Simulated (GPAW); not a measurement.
# How AlN absorbs and reflects light

Wanted: where AlN starts to absorb, how strongly, and its refractive index. The cell comes from an older database entry, whose edges can differ from later determinations, mostly by under a per cent.

Calculated with GPAW 26.7.0; DFT, LDA, plane-wave PAW (GPAW data sets), scalar-relativistic, RPA, optical limit.

Most raw output is cut from this account.

The database entry behind the starting cell differs from later determinations by our own check (inner coordinate u about 0.002 short), so it need not match the best structure at ambient conditions.

### 1. The starting structure

It takes space group P6_3mc (No. 186, hexagonal). The conventional cell has a = 3.113 Å, b = 3.113 Å, c = 4.981 Å, α = 90.00°, β = 90.00°, γ = 120.00°. Nearest to Al lie 4 N at 1.89 Å. Nearest to N lie 4 Al at 1.89 Å. Farther neighbours and most contacts between anions are not listed.

As a file:

```cif
data_structure
_symmetry_space_group_name_H-M 'P 1'
_symmetry_Int_Tables_number 1
_cell_length_a 3.1130
_cell_length_b 3.1130
_cell_length_c 4.9810
_cell_angle_alpha 90.000
_cell_angle_beta 90.000
_cell_angle_gamma 120.000
_cell_volume 41.80
loop_
_atom_site_label
_atom_site_type_symbol
_atom_site_fract_x
_atom_site_fract_y
_atom_site_fract_z
_atom_site_occupancy
Al1 Al 0.66667 0.33333 0.50000 1
Al2 Al 0.33333 0.66667 0.00000 1
N3 N 0.66667 0.33333 0.88000 1
N4 N 0.33333 0.66667 0.38000 1
```

### 2. Ground state

The self-consistent density comes first; it also tells whether there is a gap, which decides the occupations and the need for a Drude term.

This step: DFT, LDA, plane-wave PAW (GPAW data sets), scalar-relativistic, ground state (GPAW 26.7.0).

gs.py

```python
from ase import Atoms
from ase.dft.bandgap import bandgap
from gpaw import GPAW, PW, FermiDirac

atoms = Atoms(['Al', 'Al', 'N', 'N'],
              cell=[[3.113000000000, 0.000000000000, 0.000000000000],
                    [-1.556500000000, 2.695937082000, 0.000000000000],
                    [0.000000000000, 0.000000000000, 4.981000000000]],
              scaled_positions=[[0.666666666700, 0.333333333300, 0.500000000000],
                                [0.333333333300, 0.666666666700, 0.000000000000],
                                [0.666666666700, 0.333333333300, 0.880000000000],
                                [0.333333333300, 0.666666666700, 0.380000000000]],
              pbc=[True, True, True])
atoms.calc = GPAW(mode=PW(500), xc='LDA', kpts={'size': (9, 9, 5), 'gamma': True},
                  occupations=FermiDirac(0.05), maxiter=150, txt='gs.txt')
print('energy (eV)', atoms.get_potential_energy())
print('Fermi level (eV)', atoms.calc.get_fermi_level())
print('valence electrons', atoms.calc.get_number_of_electrons())
print('gap (eV)', bandgap(atoms.calc, output=None)[0])
print('direct gap (eV)', bandgap(atoms.calc, direct=True, output=None)[0])
atoms.calc.write('gs.gpw')
```

On the command line:

```sh
OMP_NUM_THREADS=1 python gs.py
```

Elapsed: 12 s, on 1 thread of Arm Neoverse V2, shared host; peak memory 0.15 GiB.

This step gave:

- energy: -31.59 eV
- Fermi energy: 6.782 eV
- gap on the k-mesh: 4.179 eV
- direct gap on the mesh: 4.179 eV
- electrons: 16

There is a gap, 4.18 eV on this mesh (points off the mesh can give less), so no carriers' term is needed.

### 3. Bands for the response

The response needs many more empty bands than the density does.

This step: DFT, LDA, plane-wave PAW (GPAW data sets), scalar-relativistic, bands at fixed density (GPAW 26.7.0).

nscf.py

```python
from ase.dft.bandgap import bandgap
from gpaw import GPAW, FermiDirac

calc = GPAW('gs.gpw').fixed_density(kpts={'size': (12, 12, 6), 'gamma': True}, nbands=36, convergence={'bands': 30},
                                    occupations=FermiDirac(0.001), txt='nscf.txt')
print('gap (eV)', bandgap(calc, output=None)[0])
print('direct gap (eV)', bandgap(calc, direct=True, output=None)[0])
print('top band over the Fermi level (eV)', min(calc.get_eigenvalues(kpt=k)[29] for k in range(len(calc.get_ibz_k_points()))) - calc.get_fermi_level())
calc.write('full.gpw', mode='all')
```

On the command line:

```sh
OMP_NUM_THREADS=1 python nscf.py
```

Elapsed: 74 s, on 1 thread; peak memory 0.23 GiB.

### 4. Dielectric function, RPA

Local fields let the induced charge screen the field inside the cell, which as a rule lowers ε, most along directions where the density is uneven.

This step: DFT, LDA, plane-wave PAW (GPAW data sets), scalar-relativistic, RPA, optical limit (GPAW 26.7.0).

df.py

```python
from gpaw.response.df import DielectricFunction

df = DielectricFunction('full.gpw', frequencies={'type': 'nonlinear', 'domega0': 0.03, 'omega2': 8},
                        ecut=50,
                        eta=0.15,
                        nbands=30,
                        txt='df.txt')
for direction in ['x', 'z']:
    df.get_dielectric_function(xc='RPA', direction=direction, filename=f'df_{direction}.csv')
```

On the command line:

```sh
OMP_NUM_THREADS=1 python df.py
```

The job ended after 9.6 s (1 thread; peak memory 0.22 GiB).

Read-outs, printed or worked out from the files:

- electronic dielectric constant ε∞, mean over x, y and z (by symmetry where fewer were run): 4.421
- main peak of Im epsilon, first axis: 7.801 eV

Some rows of df_x.csv (energy; Re and Im without local fields; Re and Im with them):

```text
0.000000, 4.642725, -0.000000, 4.354414, -0.000000
0.429336, 4.652261, 0.006698, 4.363211, 0.006179
0.878195, 4.683071, 0.014013, 4.391644, 0.012936
1.347938, 4.739738, 0.022414, 4.443987, 0.020718
1.840057, 4.829363, 0.032650, 4.526914, 0.030245
2.356191, 4.963426, 0.046059, 4.651298, 0.042815
2.898142, 5.161947, 0.065431, 4.836331, 0.061183
3.467895, 5.465133, 0.098455, 5.121255, 0.093123
4.067647, 5.985187, 0.194122, 5.618977, 0.189848
4.699832, 6.799609, 0.660595, 6.399070, 0.675593
5.367152, 7.015294, 1.287138, 6.456510, 1.334939
6.072622, 8.177110, 3.119386, 7.410123, 3.073112
6.819608, 7.540494, 6.524125, 6.607888, 5.919558
7.611886, 4.903167, 9.009358, 4.581988, 8.064816
8.453705, 1.454983, 7.758824, 1.457709, 6.939876
9.349861, 1.432279, 4.680811, 0.868499, 4.150490
10.305790, 1.829539, 4.880007, 1.177382, 3.628652
11.327680, 0.681405, 5.248642, 1.212786, 3.768966
12.422601, -1.511459, 5.173262, 0.170486, 4.638023
13.598673, -2.008945, 3.194956, -0.884222, 3.542347
```

Values under the direct gap are tails of Lorentzian lines. The Im ε by photon energy; read off at these points:

```
photon energy (eV)    E ∥ x    E ∥ z
             0.000        0        0
             0.250  0.00358  0.00414
             0.500  0.00722  0.00834
             0.750   0.0110   0.0127
             1.000   0.0149   0.0172
             1.250   0.0190   0.0221
             1.500   0.0235   0.0274
             1.750   0.0284   0.0332
             2.000   0.0338   0.0397
             2.250   0.0399   0.0471
             2.500   0.0470   0.0559
             2.750   0.0554   0.0664
             3.000   0.0656   0.0795
             3.250   0.0785   0.0967
             3.500   0.0957    0.121
             3.750    0.121    0.163
             4.000    0.168    0.272
             4.250    0.310    0.452
             4.500    0.417    0.753
             4.750    0.808    0.928
             5.000    0.927    0.754
             5.250     1.56     1.68
             5.500     1.24     1.74
             5.750     1.83     2.79
             6.000     3.08     5.06
             6.250     3.26     5.08
             6.500     4.68     8.23
             6.750     5.97     8.92
             6.820     5.92     9.01
             7.000     6.28     8.62
             7.250     6.41     7.35
             7.500     7.66     7.09
             7.750     8.41     5.88
             7.788     8.49     5.74
             8.000     7.13     4.92
             8.250     5.99     3.82
             8.454     6.94     3.76
             8.500     6.86     3.68
             8.750     5.32     3.54
             9.000     4.44     3.59
             9.250     4.13     5.63
             9.350     4.15     5.95
             9.500     3.95     5.32
             9.750     3.98     4.91
            10.000     3.74     4.48
            10.250     3.69     4.75
            10.500     3.80     3.92
            10.750     4.40     3.47
            11.000     3.55     3.00
            11.250     3.60     3.40
            11.500     3.84     4.13
            11.750     4.00     4.74
            12.000     4.00     4.82
            12.250     4.49     4.64
            12.423     4.64     4.39
            12.500     4.47     4.15
            12.750     3.98     3.62
            13.000     4.36     4.40
            13.250     3.60     3.50
            13.500     3.56     3.11
            13.750     3.28     2.68
```

Re ε against photon energy:

```
photon energy (eV)   E ∥ x   E ∥ z
               0.0    4.35    4.56
               0.5    4.37    4.57
               1.0    4.40    4.61
               1.5    4.47    4.69
               2.0    4.56    4.80
               2.5    4.69    4.95
               3.0    4.88    5.17
               3.5    5.14    5.50
               4.0    5.55    6.02
               4.5    6.03    6.69
               5.0    6.48    7.14
               5.5    6.88    7.97
               6.0    7.57    8.57
               6.5    8.19    8.26
               7.0    6.31    3.35
               7.5    5.30    1.64
               8.0    1.27   0.252
               8.5   0.981    1.51
               9.0   0.228    2.93
               9.5   0.920    1.28
              10.0    1.08   0.914
              10.5    1.53   0.322
              11.0   0.649   0.869
              11.5    1.11    1.63
              12.0   0.925   0.551
              12.5  -0.102  -0.725
              13.0  -0.484  -0.598
              13.5  -0.719   -1.25
```

Table of refractive index n and extinction k by photon energy:

```
photon energy (eV)  n, E ∥ x  k, E ∥ x  n, E ∥ z  k, E ∥ z
                 0      2.09         0      2.13         0
                 1      2.10   0.00354      2.15   0.00401
                 2      2.14   0.00791      2.19   0.00906
                 3      2.21    0.0148      2.27    0.0175
                 4      2.36    0.0357      2.46    0.0553
                 5      2.55     0.182      2.68     0.141
                 6      2.81     0.549      3.04     0.832
                 7      2.76      1.14      2.51      1.72
                 8      2.06      1.73      1.61      1.53
                 9      1.53      1.45      1.94     0.923
                10      1.58      1.19      1.66      1.35
                11      1.46      1.22      1.41      1.06
                12      1.59      1.26      1.64      1.47
                13      1.40      1.56      1.39      1.59
```

The reflectivity at normal incidence has structure finer than the step of the table below, so its rows give means over 0.5 eV, whole bins alone (the curve runs from 0 to 14.0 eV). Peaks (eV: height): E ∥ x 7.91: 34.8, 8.58: 33.7, 10.81: 25.5, 13.17: 34.0, 13.77: 33.9; E ∥ z 6.93: 34.4, 9.35: 28.3, 10.31: 28.4, 12.50: 32.8, 13.25: 38.0.

Reflectivity at normal incidence against photon energy; means over each step:

```
photon energy (eV)  E ∥ x (%)  E ∥ z (%)
               0.5       12.4       13.1
               1.0       12.6       13.3
               1.5       12.8       13.5
               2.0       13.1       13.9
               2.5       13.6       14.4
               3.0       14.2       15.2
               3.5       15.1       16.2
               4.0       16.4       17.7
               4.5       18.0       19.3
               5.0       19.5       21.0
               5.5       20.8       24.0
               6.0       24.0       28.0
               6.5       27.2       32.6
               7.0       28.3       33.9
               7.5       31.0       32.1
               8.0       32.2       27.7
               8.5       31.5       19.9
               9.0       27.5       19.9
               9.5       23.3       27.3
              10.0       21.9       26.3
              10.5       21.7       26.2
              11.0       22.6       19.5
              11.5       22.2       22.2
              12.0       23.9       28.4
              12.5       28.6       31.3
              13.0       31.2       32.8
              13.5       32.3       36.2
```

The loss function −Im 1/ε at q → 0 has structure finer than the step of the table below, so its rows give means over 0.5 eV, whole bins alone (the curve runs from 0 to 14.0 eV). Peaks (eV: height): E ∥ x 10.31: 0.249, 11.03: 0.276; E ∥ z 8.15: 0.250, 10.95: 0.311, 12.75: 0.275.

Values under the direct gap are tails of Lorentzian lines. Loss function −Im 1/ε at q → 0 against energy loss; means over each step:

```
energy loss (eV)    E ∥ x    E ∥ z
             0.5   3.8e-4   4.0e-4
             1.0   7.7e-4   8.1e-4
             1.5  0.00118  0.00125
             2.0  0.00163  0.00173
             2.5  0.00214  0.00228
             3.0  0.00276  0.00298
             3.5  0.00365  0.00407
             4.0  0.00584  0.00802
             4.5   0.0125   0.0179
             5.0   0.0242   0.0178
             5.5   0.0281   0.0281
             6.0   0.0418   0.0459
             6.5   0.0551   0.0623
             7.0   0.0802    0.102
             7.5   0.0904    0.140
             8.0    0.133    0.207
             8.5    0.154    0.228
             9.0    0.218    0.169
             9.5    0.236    0.173
            10.0    0.245    0.207
            10.5    0.229    0.250
            11.0    0.257    0.290
            11.5    0.239    0.211
            12.0    0.233    0.206
            12.5    0.229    0.241
            13.0    0.238    0.236
            13.5    0.271    0.281
```

Optical constants at common wavelengths, from n + ik = √ε:

```
wavelength (nm)   n x    k x  R (%) x   1/α x   n z    k z  R (%) z   1/α z
           1550  2.09  0.003     12.5   44 µm  2.14  0.003     13.2   39 µm
           1064  2.10  0.004     12.6   20 µm  2.15  0.005     13.4   18 µm
            532  2.16  0.010     13.4  4.3 µm  2.21  0.011     14.2  3.8 µm
            405  2.22  0.015     14.3  2.1 µm  2.28  0.018     15.3  1.8 µm
            365  2.25  0.020     14.9  1.5 µm  2.33  0.024     15.9  1.2 µm
            308  2.36  0.037     16.4  660 nm  2.46  0.059     17.9  413 nm
            193  2.94  0.705     26.6   22 nm  3.20  1.128     32.3   14 nm
```

Below the direct gap, k and the depth come from the tails of the Lorentzian lines, not from transitions.

Rows near the edge hang on the gap, which this functional as a rule makes too small, and phonon-assisted absorption is left out.

At 1064 nm the birefringence n(z) − n(x) is +0.050: the crystal is uniaxial positive at this level.

### 5. Outcome

```yaml
electronic_dielectric_constant_eps_infinity_mean_over_x_y_and_z_by_symmetry_where_fewer_were_run_rpa: 4.42
main_peak_of_im_epsilon_first_axis: 7.80 eV
```

What this shows: At this level (LDA, RPA) AlN has a mean ε∞ = 4.42 and n = 2.09 at 1550 nm (E ∥ x), and Im ε peaks at 7.8 eV (E ∥ x). On the mesh the gap is 4.18 eV and the least direct gap 4.18 eV. Local fields change the static value along x from 4.64 to 4.35 (-6 %). Distinct maxima of Im ε, read by a parabola through the highest points, lie at 7.80 eV (8.5), 8.46 eV (6.9), 10.72 eV (4.4) and 12.39 eV (4.7) for E ∥ x. The static values by axis are 4.35 (x), 4.56 (z). At 1064 nm the birefringence n(z) − n(x) is +0.050: the crystal is uniaxial positive at this level. Excitons and phonon-assisted transitions are missing; LDA gaps are as a rule too small, which pulls the onset down and ε∞ up. The sum runs over mesh points, so small or evenly spaced maxima can still be ripples of the mesh.

[Machine, clock and banner lines and Python warnings are left out of the logs.]

[Logs are printed without paths, hosts, clocks, repeated set-up lines and the standing remarks that a program may print on its own settings, such as how far it seeks lower states.]

[Hosts, paths, dates, database ids (printed as entryN), source tags and the programs' standing remarks are cut or masked in the printed files.]
